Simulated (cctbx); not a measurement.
# Accept or mend?

Cell a = 7.2930 Å, b = 7.2930 Å, c = 10.9170 Å, α = 90.00°, β = 90.00°, γ = 90.00°; space group P4/mnc (no. 128). The compound is Sc2WBr6.

Simulated single-crystal data (cctbx): Mo Kα, λ = 0.71073 Å, to d = 0.7 Å, 95 % of the full sphere, strongest reflection 20000 counts, noise from counting, a 1.5 % proportional error and a noise floor of 4 counts (s.d.); no absorption.

An anisotropic refinement with weights 1/σ² prints:

```text
Rint 0.028, 472 unique reflections to 0.70 A
cycle     R1     wR2    GooF  max shift (A)
   1  0.3224  0.6233  42.546   0.00369
   3  0.1457  0.3590  24.503   0.00001
final R1 0.1457 wR2 0.3590 GooF 24.502  parameters 14  data/parameter 33.7
atom        x        y        z      Ueq    occ   su(xyz)  su(Uiso or U11)
W1     0.50000  0.50000  0.00000   0.0013  1.000  0.00000  0.0011
Sc1    0.70517  0.19240  0.50000  -0.0200  1.000  0.00062  0.0017  NPD
Br1    0.50000  0.50000  0.24220   0.0027  1.000  0.00052  0.0016
Br2    0.50000  0.00000  0.25000   0.0330  1.000  0.00000  0.0034
difference map: max 34.47 min -9.64 rms 2.38
Q1    0.1961  0.2948  0.5000    8   34.88  0.03 A from Sc1
Q2    0.0000  0.0000  0.5000    2   15.91  0.00 A from W1
Q3    0.0000  0.0000  0.2508    4    6.27  0.08 A from Br1
Q4    0.1479  0.1447  0.0000    8    5.77  1.26 A from Sc1
Q5    0.1287  0.1335  0.5000    8    4.83  1.26 A from Sc1
Q6    0.9990  0.1825  0.2513   16    4.72  1.33 A from Br1
```

**Question.** Can this result stand? If not, what is the likely fault?

Mend it. The fault: elements exchanged: Br2 is Sc and Sc1 is Br. Against the right model at the same level, R1 goes from 0.0067 to 0.1457 and GooF from 0.92 to 24.50, U of Sc1 shrinks from 0.0033 to -0.0200 Å², U of Br2 swells from 0.0042 to 0.0330 Å², the top difference peak, 34.9 e/Å³, lies on Sc1 and Sc1 goes non-positive-definite. Br2 has 14 electrons too many and its U swells to shed them, as expected; Sc1 has 14 electrons too few and its U shrinks to make up, as expected.

The compound is Sc2WBr6. The right model at the same level gives:

```text
Rint 0.028, 472 unique reflections to 0.70 A
cycle     R1     wR2    GooF  max shift (A)
   1  0.0068  0.0138   0.939   0.00001
   2  0.0067  0.0134   0.918   0.00000
final R1 0.0067 wR2 0.0134 GooF 0.918  parameters 14  data/parameter 33.7
atom        x        y        z      Ueq    occ   su(xyz)  su(Uiso or U11)
W1     0.50000  0.50000  0.00000   0.0029  1.000  0.00000  0.0000
Br1    0.70481  0.19250  0.50000   0.0033  1.000  0.00002  0.0001
Br2    0.50000  0.50000  0.24258   0.0039  1.000  0.00002  0.0001
Sc1    0.50000  0.00000  0.25000   0.0042  1.000  0.00000  0.0001
difference map: max 0.45 min -0.40 rms 0.11
Q1    0.0832  0.3343  0.2661   16    0.45  1.36 A from Sc1
Q2    0.0326  0.5926  0.2465   16    0.45  0.72 A from Sc1
Q3    0.0387  0.5359  0.0000    8    0.44  2.06 A from Br1
Q4    0.0891  0.7472  0.2557   16    0.42  1.92 A from Sc1
Q5    0.0506  0.3337  0.0000    8    0.39  1.14 A from Br1
Q6    0.0612  0.6736  0.5000    8    0.38  1.86 A from Br1
```

The model is made up (kin elements in a known structure type, no relaxation), so it says nothing on whether the phase exists.

[Middle refinement cycles are left out of these outputs.]

[Logs are printed without paths, hosts, clocks, repeated set-up lines and the standing remarks that a program may print on its own settings, such as how far it seeks lower states.]
